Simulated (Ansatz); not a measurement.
**WS2 (Tungstenite): the PBE gap against the k mesh of the density**

Aim: see how gap, energy and time of WS2 (Tungstenite) follow the k mesh of the density.

Method: DFT, PBE, plane waves, PAW, in Ansatz 0.2.0.

The database entry behind the starting cell differs from later determinations by our own check (an axis about 1.4 % long against later determinations), so it need not match the best structure at ambient conditions.

### Step 1. Set-up

It takes space group P6_3/mmc (No. 194, hexagonal). Conventional cell: a = 3.180 Å, b = 3.180 Å, c = 12.500 Å, α = 90.00°, β = 90.00°, γ = 120.00°. Nearest to W lie 6 S at 2.41 Å. Nearest to S lie 3 W at 2.41 Å. Farther neighbours and most contacts between anions are not listed.

The cell and positions come from the Crystallography Open Database and are kept as given unless a step says otherwise. Spin-orbit coupling is left out unless a step names it. The default PAW set here is soft_2. Its files were made with PBE.

### Step 2. k mesh of the density: 3×3×1

input.yaml

```yaml
crystal:
  lattice:
    - [3.18, 0.0, 0.0]
    - [-1.59, 2.753960784, 0.0]
    - [0.0, 0.0, 12.5]
  atoms:
    - { symbol: W, position: [0.3333333333, 0.6666666667, 0.25] }
    - { symbol: W, position: [0.6666666667, 0.3333333333, 0.75] }
    - { symbol: S, position: [0.3333333333, 0.6666666667, 0.625] }
    - { symbol: S, position: [0.6666666667, 0.3333333333, 0.125] }
    - { symbol: S, position: [0.3333333333, 0.6666666667, 0.875] }
    - { symbol: S, position: [0.6666666667, 0.3333333333, 0.375] }
kpoints:
  mp_grid: { grid: [3, 3, 1] }
  band_path:
    path:
      - [0.0, 0.0, 0.0]
      - [0.5, 0.0, 0.0]
      - [0.33333333, 0.33333333, 0.0]
      - [0.0, 0.0, 0.5]
      - [0.5, 0.0, 0.5]
      - [0.33333333, 0.33333333, 0.5]
      - [0.1666666667, 0.1666666667, 0.0]
    npoints: 1
hamiltonian:
  xc: pbe
scf:
  occupations: { method: fixed }
  n_extra_bands: 6
output:
  eigenvalues: true
```

On the command line:

```console
ansatz run input.yaml --threads 3 --pin off --max-ram 64512MiB --backend cuda --events-out ev --progress --plain --runs-dir out --devices 1 --max-vram 24GiB  # rebuilt from the run's record
```

Numbers of over 12 decimals in the logs are rounded to 6 here.

The log of the run:

```text
scf.n_extra_bands = 6 over 26 filled bands (N_el = 52.0): the run solves 32 bands
GPUs: using 1 of 1 available (devices: 1).
Engine: ansatz 0.2.0, x86_64-unknown-linux-gnu
Pseudopotentials: kind: paw
Pseudopotential: W, paw, valence charge 14, recommended cutoff 420 eV (normal), W.paw.azcp
Pseudopotential: S, paw, valence charge 6, recommended cutoff 420 eV (normal), S.paw.azcp
Functional definition: PBE
  parameter kappa = 0.804
  parameter beta = 0.066725
  exchange = pbe_x(kappa = kappa, mu = beta*pi^2/3)
  correlation = pbe_c(beta = beta)
device memory: the entry about to start is reckoned to put 2.4 GiB on a device that reports 69.9 GiB free (of which the cap on the GPU budget leaves the run 24.0 GiB)
GPU FFT provider: cuFFT
GPU libraries: cuBLAS 13.8.2, cuFFT 12.4.0, cuSOLVER 12.3.4
Crystal: 6 atoms, lattice volume = 109.470 Å³
Basis set: ecut = 420 eV, 2129 PW (Γ)
Bands: 32, of which v1, the nominal top of the filled ones, is band 26 counted from 1 (25 counted from 0)
Symmetry: 24 space group operations
Space group: P63/mmc (ITA 194), of the structure as read, at distance tolerance 4.8e-5 Å
k-points: 3 of 9
Non-local potential: W, projectors of the file, l = 0: 3, l = 1: 2, l = 2: 2, l = 3: 1
Non-local potential: S, projectors of the file, l = 0: 2, l = 1: 2, l = 2: 2
PAW form: soft (Blöchl's): semilocal exchange-correlation on the pseudo side does not see the compensation charge
PAW one-centre angular grid: W, 590 points (default); XC on 64 Gauss nodes
PAW one-centre angular grid: S, 110 points (default); XC on 64 Gauss nodes
Initial density: superposition of atomic densities (neutral atoms: chi_scale 0, normalization atom), corrected by the library's trained network
Initial wavefunctions: pseudopotential atomic-orbital guess
GPU buffer pool allocated for 51840 grid points (all kernels)
GPU transforms: local potential and band sums: pruned to the plane-wave sphere, on 24×24×81
Functional: x = pbe(κ = 0.804, μ = 0.219515), c = pbe(β = 0.066725)
SCF iter   1: F=—  HF=-24382.694883 eV  |F-HF|=—  |Δ(HF+E_count)|=         —  Δρ=8.52e-3  dr2=1.13e-1  ethr=1.77e-3  ⟨swp⟩=5.0  Hψ=386  notcnv=0  defer=8
preconditioner: auto → Resta (q_TF=auto, 2.410 Å⁻¹)  ε∞=7.5  [insulator: Δε(μ)=1.150 eV  Ē_g=8.381 eV  n_scr=26 (ndim 8)  ℏωp=21.3 eV  f_vac=0.025  ε∞_Penn≈7.5]
SCF iter   2: F=—  HF=-24382.682921 eV  |F-HF|=—  |Δ(HF+E_count)|=   1.20e-2  Δρ=3.77e-3  dr2=7.68e-3  ethr=2.18e-4  ⟨swp⟩=2.0  Hψ=132  notcnv=0  defer=10
SCF iter   3: F=—  HF=-24382.684669 eV  |F-HF|=—  |Δ(HF+E_count)|=   1.75e-3  Δρ=1.95e-3  dr2=1.96e-3  ethr=1.48e-5  ⟨swp⟩=2.7  Hψ=145  notcnv=0  defer=12
SCF iter   4: F=—  HF=-24382.685857 eV  |F-HF|=—  |Δ(HF+E_count)|=   1.19e-3  Δρ=2.25e-4  dr2=5.30e-5  ethr=3.76e-6  ⟨swp⟩=2.0  Hψ=141  notcnv=0  defer=12
SCF iter   5: F=—  HF=-24382.686020 eV  |F-HF|=—  |Δ(HF+E_count)|=   1.63e-4  Δρ=4.11e-5  dr2=2.02e-6  ethr=1.02e-7  ⟨swp⟩=2.0  Hψ=135  notcnv=0  defer=6
SCF iter   6: F=—  HF=-24382.686022 eV  |F-HF|=—  |Δ(HF+E_count)|=   1.91e-6  Δρ=1.24e-5  dr2=2.76e-7  ethr=3.88e-9  ⟨swp⟩=2.0  Hψ=144  notcnv=0  defer=6
SCF iter   7: F=-24382.686022 eV  HF=-24382.686022 eV  |F-HF|=2.67e-8  |Δ(HF+E_count)|=   4.49e-7  Δρ=3.14e-6  dr2=1.76e-8  ethr=1.92e-10  ⟨swp⟩=7.7  Hψ=342  notcnv=0
SCF 1 converged in 7 iterations: F = -24382.686022 eV  dr2 = 1.76e-8
[...]
device memory: the entry about to start is reckoned to put 1.6 GiB on a device that reports 69.9 GiB free (of which the cap on the GPU budget leaves the run 24.0 GiB)
NSCF: frozen V_eff on 7 k-points
SCF converged after 7 iterations
Free energy (F): -24382.686022 eV
Harris-Foulkes:  -24382.686022 eV  (|F-HF|=2.67e-8)
Internal energy: -24382.686022 eV  (E = F + TS)
E sigma→0 (E₀):  -24382.686022 eV
Fermi energy:    11.269542 eV
--- Per-component energies (eV) ---
  E_band       = -393.937074
  E_kinetic    = 1333.198545
  E_local      = -3643.143957  (includes V_loc(G=0)·N_el)
  E_nonlocal   = 115.074112
  E_hartree    = 1450.741772
  E_xc         = -924.361490
  E_vxc        = -830.154756  (∫ρ·V_xc dr)
  E_paw        = -19526.431769  (= ΣΔE_a)
  E_vpaw       = -270.399937  (= ΣTr[D̂ρ^β])
  E_aug_tail   = -0.000120  (compensation charges beyond the density's cutoff)
  E_ewald      = -3187.763116
  E_smearing   = -0.000000  (= −TS)
  E_closure    = 0.000000  (closes the sum)
  Σ components = -24382.686022   (vs F -24382.686022, Δ=0.00e0)
--- Band table (eV) ---
  k-point 0: bands = [... 22 lower, 9.0176, 9.6843, 10.1850, 11.2695, 13.5286, 13.5286, 13.5354, 13.5354, ... 2 higher]
  k-point 1: bands = [... 22 lower, 8.9920, 9.0544, 9.3352, 9.5795, 12.9816, 13.2031, 13.3377, 13.6920, ... 2 higher]
  k-point 2: bands = [... 22 lower, 8.3547, 8.3547, 10.6011, 10.7693, 12.4894, 12.4894, 13.4573, 14.5464, ... 2 higher]
```

Elapsed: 3.1 s, on 1 × NVIDIA H100 80GB HBM3 (shared by 3 runs) with 3 threads of AMD EPYC 7R13 (Zen 3), shared host; peak memory 0.94 GiB.

In the SCF lines HF is the Harris–Foulkes energy and dr2 the Hartree energy of the density residual, in eV; the loop may stop once dr2 is under the threshold and the program's other checks hold. Hψ counts applications of the Hamiltonian.

Numbers from this step:

```yaml
gap: 1.073 eV
valence_top_at: Γ
conduction_bottom_at: k = (0.167, 0.167, 0.000)
least_direct_gap: 1.720 eV
```

The gap is indirect, with the least direct gap 0.65 eV higher.

### Step 3. k mesh of the density: 6×6×2

Edit input.yaml of step 2 so:

```diff
@@ -13,3 +13,3 @@
 kpoints:
-  mp_grid: { grid: [3, 3, 1] }
+  mp_grid: { grid: [6, 6, 2] }
   band_path:
```

The log of the run:

```text
[...]
GPUs: using 1 of 1 available (devices: 1).
[...]
GPU FFT provider: cuFFT
GPU libraries: cuBLAS 13.8.2, cuFFT 12.4.0, cuSOLVER 12.3.4
Crystal: 6 atoms, lattice volume = 109.470 Å³
Basis set: ecut = 420 eV, 2129 PW (Γ)
Bands: 32, of which v1, the nominal top of the filled ones, is band 26 counted from 1 (25 counted from 0)
Symmetry: 24 space group operations
[...]
k-points: 14 of 72
[...]
--- Band table (eV; the first three rows and the last of 14) ---
  k-point 0: bands = [... 22 lower, 8.9990, 9.6943, 10.1732, 11.2650, 13.5108, 13.5108, 13.5186, 13.5186, ... 2 higher]
  k-point 1: bands = [... 22 lower, 8.9778, 8.9778, 10.9613, 10.9613, 13.5077, 13.5077, 13.5077, 13.5077, ... 2 higher]
  k-point 2: bands = [... 22 lower, 8.9492, 9.7774, 10.0915, 10.4572, 12.8394, 13.2618, 13.3693, 13.4536, ... 2 higher]
  k-point 13: bands = [... 22 lower, 8.2312, 8.2312, 10.6075, 10.6075, 12.4366, 12.4366, 13.9183, 13.9183, ... 2 higher]
[key lines of the parts left out:]
SCF converged after 6 iterations
Free energy (F): -24382.796141 eV
Fermi energy:    11.265030 eV
```

The job ended after 7.4 s (1 × NVIDIA H100 80GB HBM3 (shared by 3 runs) with 3 threads; peak memory 0.94 GiB; 2.6 s of CPU time).

Numbers from this step:

- gap: 1.047 eV
- valence top at: Γ
- conduction bottom at: k = (0.167, 0.167, 0.000)
- least direct gap: 1.737 eV

The gap is 1.047 eV, −0.026 eV from the run before at this level.

### Step 4. k mesh of the density: 12×12×2 (the default)

input.yaml, the sections that differ from step 3:

```yaml
kpoints:
  mp_grid: { grid: [12, 12, 2] }
  band_path:
    path:
      - [[0.0, 0.0, 0.0], [0.5, 0.0, 0.0], [0.33333333, 0.33333333, 0.0], [0.0, 0.0, 0.0], [0.0, 0.0, 0.5], [0.5, 0.0, 0.5], [0.33333333, 0.33333333, 0.5], [0.0, 0.0, 0.5]]
      - [[0.5, 0.0, 0.5], [0.5, 0.0, 0.0]]
      - [[0.33333333, 0.33333333, 0.5], [0.33333333, 0.33333333, 0.0]]
    npoints: 10
scf:
  occupations: { method: fermi_dirac, width: 0.02 }
  n_extra_bands: 6
output:
  eigenvalues: true
  write_density: true
  write_potential: true
  elf: true
  volumetric_format: npy
# crystal, hamiltonian: as in step 3
```

The log of the run:

```text
[...]
GPUs: using 1 of 1 available (devices: 1).
[...]
GPU FFT provider: cuFFT
GPU libraries: cuBLAS 13.8.2, cuFFT 12.4.0, cuSOLVER 12.3.4
Crystal: 6 atoms, lattice volume = 109.470 Å³
Basis set: ecut = 420 eV, 2129 PW (Γ)
Bands: 32, of which v1, the nominal top of the filled ones, is band 26 counted from 1 (25 counted from 0)
Symmetry: 24 space group operations
[...]
k-points: 38 of 288
[...]
--- Band table (eV; the first three rows and the last of 38) ---
  k-point 0: bands = [... 22 lower, 8.9992, 9.6946, 10.1737, 11.2656, 13.5107, 13.5107, 13.5185, 13.5185, ... 2 higher]
  k-point 1: bands = [... 22 lower, 8.9779, 8.9779, 10.9618, 10.9618, 13.5075, 13.5075, 13.5075, 13.5075, ... 2 higher]
  k-point 2: bands = [... 22 lower, 9.0316, 9.8655, 10.1766, 11.0492, 13.4090, 13.4104, 13.4680, 13.4953, ... 2 higher]
  k-point 37: bands = [... 22 lower, 8.2313, 8.2313, 10.6058, 10.6058, 12.4366, 12.4366, 13.9181, 13.9181, ... 2 higher]
[key lines of the parts left out:]
SCF converged after 6 iterations
Free energy (F): -24382.800076 eV
Fermi energy:    11.770596 eV
```

It took 4.5 s on 1 × NVIDIA H100 80GB HBM3 (shared by 3 runs) with 3 threads; peak memory 0.99 GiB.

Numbers from this step:

| Quantity | Value |
| --- | --- |
| gap | 1.046 eV |
| valence top at | Γ |
| conduction bottom at | k = (0.167, 0.167, 0.000) |
| least direct gap | 1.739 eV |

The gap is 1.046 eV, −0.001 eV from the run before at this level.

### Step 5. k mesh of the density: 12×12×4

input.yaml, the sections that differ from step 4:

```yaml
kpoints:
  mp_grid: { grid: [12, 12, 4] }
  band_path:
    path:
      - [0.0, 0.0, 0.0]
      - [0.5, 0.0, 0.0]
      - [0.33333333, 0.33333333, 0.0]
      - [0.0, 0.0, 0.5]
      - [0.5, 0.0, 0.5]
      - [0.33333333, 0.33333333, 0.5]
      - [0.1666666667, 0.1666666667, 0.0]
    npoints: 1
scf:
  occupations: { method: fixed }
  n_extra_bands: 6
output:
  eigenvalues: true
# crystal, hamiltonian: as in step 4
```

The log of the run:

```text
[...]
GPUs: using 1 of 1 available (devices: 1).
[...]
GPU FFT provider: cuFFT
GPU libraries: cuBLAS 13.8.2, cuFFT 12.4.0, cuSOLVER 12.3.4
Crystal: 6 atoms, lattice volume = 109.470 Å³
Basis set: ecut = 420 eV, 2129 PW (Γ)
Bands: 32, of which v1, the nominal top of the filled ones, is band 26 counted from 1 (25 counted from 0)
Symmetry: 24 space group operations
[...]
k-points: 57 of 576
[...]
--- Band table (eV; the first three rows and the last of 57) ---
  k-point 0: bands = [... 22 lower, 8.9992, 9.6946, 10.1737, 11.2656, 13.5107, 13.5107, 13.5185, 13.5185, ... 2 higher]
  k-point 1: bands = [... 22 lower, 8.9929, 9.1821, 10.5657, 11.1920, 13.5091, 13.5091, 13.5121, 13.5121, ... 2 higher]
  k-point 2: bands = [... 22 lower, 8.9779, 8.9779, 10.9618, 10.9618, 13.5075, 13.5075, 13.5075, 13.5075, ... 2 higher]
  k-point 56: bands = [... 22 lower, 8.2313, 8.2313, 10.6058, 10.6058, 12.4366, 12.4366, 13.9181, 13.9181, ... 2 higher]
[key lines of the parts left out:]
SCF converged after 6 iterations
Free energy (F): -24382.800193 eV
Fermi energy:    11.265582 eV
```

The job ended after 6.9 s (1 × NVIDIA H100 80GB HBM3 (shared by 3 runs) with 3 threads; peak memory 0.96 GiB; 4.8 s of CPU time).

This step gave:

```
gap                  : 1.046 eV
valence top at       : Γ
conduction bottom at : k = (0.167, 0.167, 0.000)
least direct gap     : 1.739 eV
```

The gap is 1.046 eV, as in the run before at this level.

### Step 6. The series

Differences are against the last row; a negative gap means that bands overlap, and a run with a band path holds that path's time. Times are wall times on 1 × NVIDIA H100 80GB HBM3 (shared by 3 runs) with 3 threads of AMD EPYC 7R13 (Zen 3), shared host, good to a factor of about two.

```tsv
k mesh of the density	gap (eV)	direct gap (eV)	gap error (eV)	energy error (meV/atom)	irreducible k	time
3×3×1	1.073	1.720	+0.027	+19.0	3	3.1 s
6×6×2	1.047	1.737	+0.001	+0.7	14	7.4 s
12×12×2	1.046	1.739	+0.000	+0.0	38	4.5 s
12×12×4	1.046	1.739	+0.000	+0.0	57	6.9 s
```

### Step 7. Results

```json
{
  "3×3×1": "1.073 eV",
  "6×6×2": "1.047 eV",
  "12×12×2": "1.046 eV",
  "12×12×4": "1.046 eV"
}
```

**Reading.** The gap holds to 0.02 eV from 6×6×2 on. At 3×3×1 the gap is off by +0.027 eV and the energy by +19 meV/atom. The gap is read over the mesh and added points near the edges, so meshes differ mainly through the density and, for a hybrid, the exchange operator.

[Paths, hosts, dates, memory and timing lines, banners, echoed tables and standing remarks are left out of the program output.]

[Logs are printed without paths, hosts, clocks, repeated set-up lines and the standing remarks that a program may print on its own settings, such as how far it seeks lower states.]

[Runs of the session that timed out or met a known fault of the program may be left out.]

[Cells called generated may have been cut or substituted from an entry of the Crystallography Open Database or the Materials Project.]

[Hosts, paths, dates, database ids (printed as entryN), source tags and the programs' standing remarks are cut or masked in the printed files.]
